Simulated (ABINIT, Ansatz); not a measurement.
# RbCaH3 (Pm-3m): Raman and infrared activity, part 3 of 3

Which lines does RbCaH3 (Pm-3m) show in Raman and infrared spectra?

ABINIT 10.8.3; DFT LDA, scalar-relativistic, plane waves, PseudoDojo norm-conserving pseudopotentials.

So far, highest optical zone-centre mode (no LO-TO term) (cm⁻¹): step 6 (zone-centre analysis) 1207; step 7 (ASR 0, chneut 0) 1207.

## Step 8: Cross-check with Ansatz

The same cell, potentials and cutoff go through another code, on another k mesh. Its k mesh is centred on Γ.

This step: DFT LDA, scalar-relativistic, plane waves, PseudoDojo norm-conserving pseudopotentials (Ansatz 0.2.0).

Input file input.yaml:

```yaml
crystal:
  lattice:
    - [4.3970068588, 0.0, 0.0]
    - [0.0, 4.3970068588, 0.0]
    - [0.0, 0.0, 4.3970068588]
  atoms:
    - { symbol: Rb, position: [0.0, 0.0, 0.0] }
    - { symbol: Ca, position: [0.5, 0.5, 0.5] }
    - { symbol: H, position: [0.0, 0.5, 0.5] }
    - { symbol: H, position: [0.5, 0.0, 0.5] }
    - { symbol: H, position: [0.5, 0.5, 0.0] }
kpoints:
  mp_grid: { grid: [6, 6, 6] }
hamiltonian:
  xc: lda
  pseudopotentials: { kind: nc, accuracy: standard }
scf:
  occupations: { method: fixed }
output:
  eigenvalues: true
basis:
  ecutwfc: 843.553
phonons:
  method: dfpt
  dielectric: true
  rigid_motions: translations
  raman: true
```

The run is started by

```sh
$ ansatz run input.yaml --threads 4 --pin off --max-ram 8192MiB --backend cpu --events-out ev --progress --plain --runs-dir out
```

What it wrote:

```text
Warning: basis.ecutwfc = 843.553 eV is below the records' recommended 1006.821291 eV, and the density's cutoff is lower with it unless basis.ecutrho_ratio is high enough to keep the records' density cutoff: compare with a run at a higher cutoff
Engine: ansatz 0.2.0, x86_64-unknown-linux-gnu
Pseudopotentials: kind: nc
Pseudopotential: Rb, nc, valence charge 9, recommended cutoff 571.439111 eV (normal), Rb.nc.azcp (PseudoDojo's, or run here from an input of PseudoDojo's; its table is named by hamiltonian.pseudopotentials.accuracy)
Pseudopotential: Ca, nc, valence charge 10, recommended cutoff 979.609905 eV (normal), Ca.nc.azcp (PseudoDojo's, or run here from an input of PseudoDojo's; its table is named by hamiltonian.pseudopotentials.accuracy)
Pseudopotential: H, nc, valence charge 1, recommended cutoff 1006.821291 eV (normal), H.nc.azcp (PseudoDojo's, or run here from an input of PseudoDojo's; its table is named by hamiltonian.pseudopotentials.accuracy)
Functional definition: SPW92
  exchange = slater_x
  correlation = pw_c
Crystal: 5 atoms, lattice volume = 85.010 Å³
Basis set: ecut = 843.553 eV, 4729 PW (Γ), exchange–correlation on 90×90×90 points (8 copies of the dense FFT grid, shifted against one another)
Bands: 16, of which v1, the nominal top of the filled ones, is band 11 counted from 1 (10 counted from 0)
Symmetry: 48 space group operations
k-points: 80 of 216 (irreducible under 2 space group operations, time reversal used)
Non-local potential: Rb, projectors of the file, l = 0: 2, l = 1: 2, l = 2: 2
Non-local potential: Ca, projectors of the file, l = 0: 2, l = 1: 2, l = 2: 2
Non-local potential: H, projectors of the file, l = 0: 2, l = 1: 1
Initial density: superposition of atomic densities (chi_scale 0.1, normalization cell, long waves kept (reshape's long-wave potential 0.00 eV rms))
Initial wavefunctions: pseudopotential atomic-orbital guess
Functional: x = slater, c = lda
SCF iter   1: F=—  HF=-1840.138413 eV  |F-HF|=—  |Δ(HF+E_count)|=         —  Δρ=5.44e-2  dr2=3.00e0  ethr=3.10e-3  ⟨swp⟩=6.7  Hψ=7418  notcnv=0  defer=195
preconditioner: auto → Resta (q_TF=auto, 2.178 Å⁻¹)  ε∞=2.8  [insulator: Δε(μ)=3.866 eV  Ē_g=10.265 eV  n_scr=18 (ndim 8)  ℏωp=14.0 eV  f_vac=0.000  ε∞_Penn≈2.8]
SCF iter   2: F=—  HF=-1839.243880 eV  |F-HF|=—  |Δ(HF+E_count)|=   8.95e-1  Δρ=2.26e-2  dr2=6.44e-1  ethr=3.10e-3  ⟨swp⟩=2.3  Hψ=2392  notcnv=0  defer=201
SCF iter   3: F=—  HF=-1839.013233 eV  |F-HF|=—  |Δ(HF+E_count)|=   2.31e-1  Δρ=3.88e-3  dr2=1.10e-2  ethr=2.93e-3  ⟨swp⟩=2.9  Hψ=2561  notcnv=0  defer=175
SCF iter   4: F=—  HF=-1839.012575 eV  |F-HF|=—  |Δ(HF+E_count)|=   6.58e-4  Δρ=8.67e-4  dr2=6.78e-4  ethr=5.01e-5  ⟨swp⟩=3.9  Hψ=2615  notcnv=0  defer=228
SCF iter   5: F=—  HF=-1839.012374 eV  |F-HF|=—  |Δ(HF+E_count)|=   2.00e-4  Δρ=1.75e-4  dr2=2.18e-5  ethr=3.08e-6  ⟨swp⟩=3.7  Hψ=2526  notcnv=0  defer=226
SCF iter   6: F=—  HF=-1839.012377 eV  |F-HF|=—  |Δ(HF+E_count)|=   2.53e-6  Δρ=3.64e-5  dr2=8.73e-7  ethr=9.89e-8  ⟨swp⟩=2.9  Hψ=2015  notcnv=0  defer=222
SCF iter   7: F=—  HF=-1839.012346 eV  |F-HF|=—  |Δ(HF+E_count)|=   3.08e-5  Δρ=5.12e-6  dr2=1.74e-8  ethr=3.97e-9  ⟨swp⟩=2.1  Hψ=1780  notcnv=0  defer=220
SCF iter   8: F=—  HF=-1839.012346 eV  |F-HF|=—  |Δ(HF+E_count)|=   1.12e-8  Δρ=7.29e-7  dr2=2.75e-10  ethr=7.90e-11  ⟨swp⟩=2.0  Hψ=2035  notcnv=0  defer=220
SCF iter   9: F=-1839.012346 eV  HF=-1839.012346 eV  |F-HF|=1.59e-12  |Δ(HF+E_count)|=  3.16e-10  Δρ=7.42e-8  dr2=3.57e-12  ethr=1.00e-12  ⟨swp⟩=19.0  Hψ=13672  notcnv=0
SCF 1 converged in 9 iterations: F = -1839.012346 eV  dr2 = 3.57e-12
DFPT response loops at Γ: preconditioner auto → none (the input reference at scf.mixing.eps_inf says where Resta's filter doesn't serve); β = 0.50; Broyden in place of MSR1
── the response to a field inside a basis, on 8×8×8 k-points: an SCF that follows is theirs, and a resumed run solves both again ──
Bands: 12, of which v1, the nominal top of the filled ones, is band 11 counted from 1 (10 counted from 0)
k-points: 20 of 512
Initial density: handed on by an earlier stage of this run
Initial wavefunctions: pseudopotential atomic-orbital guess (no wavefunctions were taken with the density)
Eigensolver: Dense (20 Hₖ)
SCF iter   1: F=—  HF=-1839.010152 eV  |F-HF|=—  |Δ(HF+E_count)|=         —  Δρ=1.85e-4  dr2=5.77e-6  ethr=1.00e-1
preconditioner: auto → Resta (q_TF=auto, 2.178 Å⁻¹)  ε∞=3.3  [insulator: Δε(μ)=3.049 eV  Ē_g=9.266 eV  n_scr=18 (ndim 8)  ℏωp=14.0 eV  f_vac=0.000  ε∞_Penn≈3.3]
SCF iter   2: F=—  HF=-1839.010153 eV  |F-HF|=—  |Δ(HF+E_count)|=   9.68e-7  Δρ=9.34e-5  dr2=1.43e-6  ethr=2.62e-8
SCF iter   3: F=—  HF=-1839.010154 eV  |F-HF|=—  |Δ(HF+E_count)|=   5.58e-7  Δρ=5.25e-6  dr2=1.62e-8  ethr=6.49e-9
SCF iter   4: F=—  HF=-1839.010154 eV  |F-HF|=—  |Δ(HF+E_count)|=   4.01e-9  Δρ=5.12e-7  dr2=1.30e-10  ethr=7.35e-11
SCF iter   5: F=-1839.010154 eV  HF=-1839.010154 eV  |F-HF|=9.09e-13  |Δ(HF+E_count)|=  5.66e-11  Δρ=1.07e-7  dr2=7.53e-12  ethr=1.00e-12
SCF 1 converged in 5 iterations: F = -1839.010154 eV  dr2 = 7.53e-12
DFPT response loops at Γ: mixed as the last ones told, above
DFPT response loops at Γ: mixed as the last ones told, above
SCF converged after 9 iterations
Free energy (F): -1839.012346 eV
Harris-Foulkes:  -1839.012346 eV  (|F-HF|=1.59e-12)
Internal energy: -1839.012346 eV  (E = F + TS)
E sigma→0 (E₀):  -1839.012346 eV
Fermi energy:    2.661912 eV
--- Per-component energies (eV) ---
  E_band       = -244.343738
  E_kinetic    = 603.793821
  E_local      = -1301.277413  (includes V_loc(G=0)·N_el)
  E_nonlocal   = 46.183448
  E_hartree    = 387.485182
  E_xc         = -417.335321
  E_vxc        = -368.013976  (∫ρ·V_xc dr)
  E_ewald      = -1157.862063
  E_smearing   = -0.000000  (= −TS)
  E_closure    = -0.000000  (closes the sum)
  Σ components = -1839.012346   (vs F -1839.012346, Δ=0.00e0)
--- Band table (eV; the first three rows and the last of 80) ---
  k-point 0: bands = [... 7 lower, -6.6156, -0.4278, 2.0593, 2.0593, 8.6915, 8.6915, 8.6915, 10.0590, ... 1 higher]
  k-point 1: bands = [... 7 lower, -6.6114, -0.1660, 2.1169, 2.1260, 8.5417, 8.5417, 8.7708, 9.3026, ... 1 higher]
  k-point 2: bands = [... 7 lower, -6.6032, 0.4920, 2.0681, 2.2702, 8.2961, 8.2961, 8.6369, 8.6622, ... 1 higher]
  k-point 79: bands = [... 7 lower, -6.7905, 2.3619, 2.3619, 2.3619, 6.9509, 6.9509, 6.9509, 8.5838, ... 1 higher]
--- Phonons (Γ-DFPT): 4 representative perturbations + reference, on 80 of 216 k-points (Σ response iterations 13) ---
  k mesh reduced under 2 symmetry operations, with k and −k counted as one. Each operation leaves every solved perturbation unchanged. A smaller set is not considered because the run solves the response to a homogeneous field
  ASR residual: 1.197e-4 → 0.000e0 eV/Å²; symmetrization residual: 9.506e-7 eV/Å²
  ASR residual per site (eV/Å²): 5.57e-6 1.20e-4 1.65e-5 1.65e-5 1.65e-5
  Γ frequencies (cm⁻¹): 0.00 0.00 0.00 108.35 108.35 108.35 349.48 349.48 349.48 405.87 405.87 405.87 1206.48 1206.48 1206.48
  ε∞ (high-frequency dielectric tensor):
        3.455001    -0.000000     0.000000
       -0.000000     3.455001    -0.000000
        0.000000    -0.000000     3.455001
  ε⁰ (static dielectric tensor: ions relaxed, cell fixed):
       11.879445    -0.000000    -0.000000
       -0.000000    11.879445    -0.000000
       -0.000000    -0.000000    11.879445
  ε⁰ − ε∞ (ionic part):
        8.424444    -0.000000    -0.000000
       -0.000000     8.424444    -0.000000
       -0.000000    -0.000000     8.424444
  softest optical mode at Γ: 108.35 cm⁻¹; the repairs (sum rule, projections) moved no ω² at Γ by more than (2.88 cm⁻¹)²
  Born effective charges Z* (e; rows j = field, columns β = displacement):
    site 0:
         1.08841    0.00000   -0.00000
         0.00000    1.08841    0.00000
         0.00000    0.00000    1.08841
    site 1:
         1.73858    0.00000    0.00000
        -0.00000    1.73858    0.00000
        -0.00000    0.00000    1.73858
    site 2:
        -1.06925   -0.00000   -0.00000
         0.00000   -0.87887    0.00000
        -0.00000    0.00000   -0.87887
    site 3:
        -0.87887    0.00000   -0.00000
         0.00000   -1.06925    0.00000
        -0.00000    0.00000   -0.87887
    site 4:
        -0.87887   -0.00000   -0.00000
         0.00000   -0.87887    0.00000
        -0.00000    0.00000   -1.06925
  Z* charge neutrality: 5.477e-4 e pre-enforcement
  solved inside a basis spanned on kpoints, on 8×8×8 k-points: ε∞ is read to err by 8.0e-3, Z* by 1.1e-2 e (field_mesh: kpoints solves on kpoints); Z* is corrected for what the basis lacks
  Raman tensors (in the event stream and the table raman_tensors.tsv): an entry may err by 1.9e-3 Å², one of the second-order susceptibility by 2.0e-19 pm/V (basis, points and sum rule); their sum over the sites missed zero by 1.976e-20 Å² ahead of its enforcement
  optical modes at Γ without the LO–TO term, one row a degenerate level:
      ω (cm⁻¹)  modes    IR ((D/Å)²/amu)  static Raman (Å⁴/amu)  depolarisation
        108.35      3             2.9049                 0.0000               —
        349.48      3             0.0000                 0.0000               —
        405.87      3           117.1792                 0.0000               —
       1206.48      3            70.6695                 0.0000               —
  optical modes at Γ + LO–TO along q̂ = [1.0000, 0.0000, 0.0000]:
      ω (cm⁻¹)  modes    IR ((D/Å)²/amu)  static Raman (Å⁴/amu)  depolarisation
        108.35      2             1.9366                 0.0000               —
        118.67      1             0.1064                 0.0000               —
        349.48      3             0.0000                 0.0000               —
        405.87      2            78.1195                 0.0000               —
        641.99      1            28.4861                 0.0000               —
       1206.48      2            47.1130                 0.0000               —
       1291.34      1            34.9920                 0.0000               —
  optical modes at Γ + LO–TO along q̂ = [0.0000, 1.0000, 0.0000]:
      ω (cm⁻¹)  modes    IR ((D/Å)²/amu)  static Raman (Å⁴/amu)  depolarisation
        108.35      2             1.9366                 0.0000               —
        118.67      1             0.1064                 0.0000               —
        349.48      3             0.0000                 0.0000               —
        405.87      2            78.1195                 0.0000               —
        641.99      1            28.4861                 0.0000               —
       1206.48      2            47.1130                 0.0000               —
       1291.34      1            34.9920                 0.0000               —
  optical modes at Γ + LO–TO along q̂ = [0.0000, 0.0000, 1.0000]:
      ω (cm⁻¹)  modes    IR ((D/Å)²/amu)  static Raman (Å⁴/amu)  depolarisation
        108.35      2             1.9366                 0.0000               —
        118.67      1             0.1064                 0.0000               —
        349.48      3             0.0000                 0.0000               —
        405.87      2            78.1195                 0.0000               —
        641.99      1            28.4861                 0.0000               —
       1206.48      2            47.1130                 0.0000               —
       1291.34      1            34.9920                 0.0000               —
```

Wall time 2.3 min (4 threads of Intel Xeon Platinum 8175M at 2.50GHz (Skylake/Cascade Lake), shared host); peak memory 1.4 GiB; 8.3 min of CPU time.

This step gave:

```yaml
sum_rule_residual_before_enforcement: 1.20e-4 eV/Å²
miss_of_the_charge_sum_rule: 5.48e-4 e
estimated_error_of_the_dielectric_tensor: 0.008015
estimated_error_of_the_born_charges: 0.01074 e
highest_optical_zone_centre_mode_no_lo_to_term: 1206 cm⁻¹
lowest_optical_zone_centre_mode: 108.3 cm⁻¹
mean_high_frequency_dielectric_constant: 3.455
largest_born_charge_in_size_third_of_the_trace: 1.739 e
mean_static_dielectric_constant: 11.88
```

Transverse modes. Infrared lines, with heights relative to the strongest:

```tsv
position (cm⁻¹)	label	IR intensity ((D/Å)²/amu), degenerate modes summed, relative
108	T1u	2.5
350	T2u	0.0
406	T1u	100
1206	T1u	60
```

## Step 9: Side by side: ABINIT PseudoDojo and Ansatz, PseudoDojo

Worked out from the results:

```
root-mean-square difference : 0.13 cm⁻¹
largest difference          : 0.19 cm⁻¹
```

The 12 of 12 modes that differ most. Frequencies side by side:

```tsv
q (reciprocal lattice)	mode	ABINIT PseudoDojo (cm⁻¹)	Ansatz, PseudoDojo (cm⁻¹)
0 0 0	4	108.4	108.3
0 0 0	5	108.4	108.3
0 0 0	6	108.4	108.3
0 0 0	7	349.7	349.5
0 0 0	8	349.7	349.5
0 0 0	9	349.7	349.5
0 0 0	10	406	405.9
0 0 0	11	406	405.9
0 0 0	12	406	405.9
0 0 0	13	1207	1206
0 0 0	14	1207	1206
0 0 0	15	1207	1206
```

The two runs side by side. Further quantities:

```tsv
quantity	ABINIT PseudoDojo	Ansatz, PseudoDojo
mean ε∞	3.454	3.455
largest Born charge in size (e; the first before, the second after the charge sum rule)	1.738	1.739
summed IR intensity ((D/Å)²/amu)	190.7	190.8
summed Raman activity (Å⁴/amu)	0	0
```

At the zone centre the largest difference (acoustic modes at Γ apart) is 0.02 % of the highest mode.

## Step 10: Summary of results

```json
{
  "space group after relaxation": "Pm-3m",
  "volume per atom": "17.0 Å³",
  "highest optical zone-centre mode (no LO-TO term)": "1207 cm⁻¹",
  "lowest optical zone-centre mode": "108.4 cm⁻¹",
  "highest mode moved by the LO-TO term": "1291 cm⁻¹",
  "mean high-frequency dielectric constant": "3.45",
  "largest Born charge in size (third of the trace)": "1.74 e",
  "mean static dielectric constant": "11.9",
  "imaginary optical modes at the zone centre (no q mesh in this session)": "none",
  "largest difference from Ansatz, PseudoDojo": "0.19 cm⁻¹"
}
```

**Reading.** No mode is Raman active in this structure; the strongest infrared line lies at 406 cm⁻¹. At the LDA level the optical modes of RbCaH3 (Pm-3m) at the zone centre (no LO-TO term) run from 108 to 1207 cm⁻¹. Along the directions run, the highest mode that the macroscopic field moves lies at 1291 cm⁻¹. Lattice motion raises the mean dielectric constant from 3.454 to 11.87. ABINIT PseudoDojo and Ansatz, PseudoDojo agree to 0.19 cm⁻¹ (0.02 % of the highest mode compared) on all solved modes but the acoustic ones at Γ, without the LO-TO term. These are harmonic frequencies at zero temperature: anharmonic shifts and linewidths and thermal expansion are left out. Ansatz warns that the cutoff lies 16 % under the one recommended for these files; agreement at one cutoff is not convergence.

[Host names and launcher messages were left out of these logs when they were recorded.]

[Logs are printed without paths, hosts, clocks, repeated set-up lines and the standing remarks that a program may print on its own settings, such as how far it seeks lower states.]

[Hosts, paths, dates, database ids (printed as entryN), source tags and the programs' standing remarks are cut or masked in the printed files.]
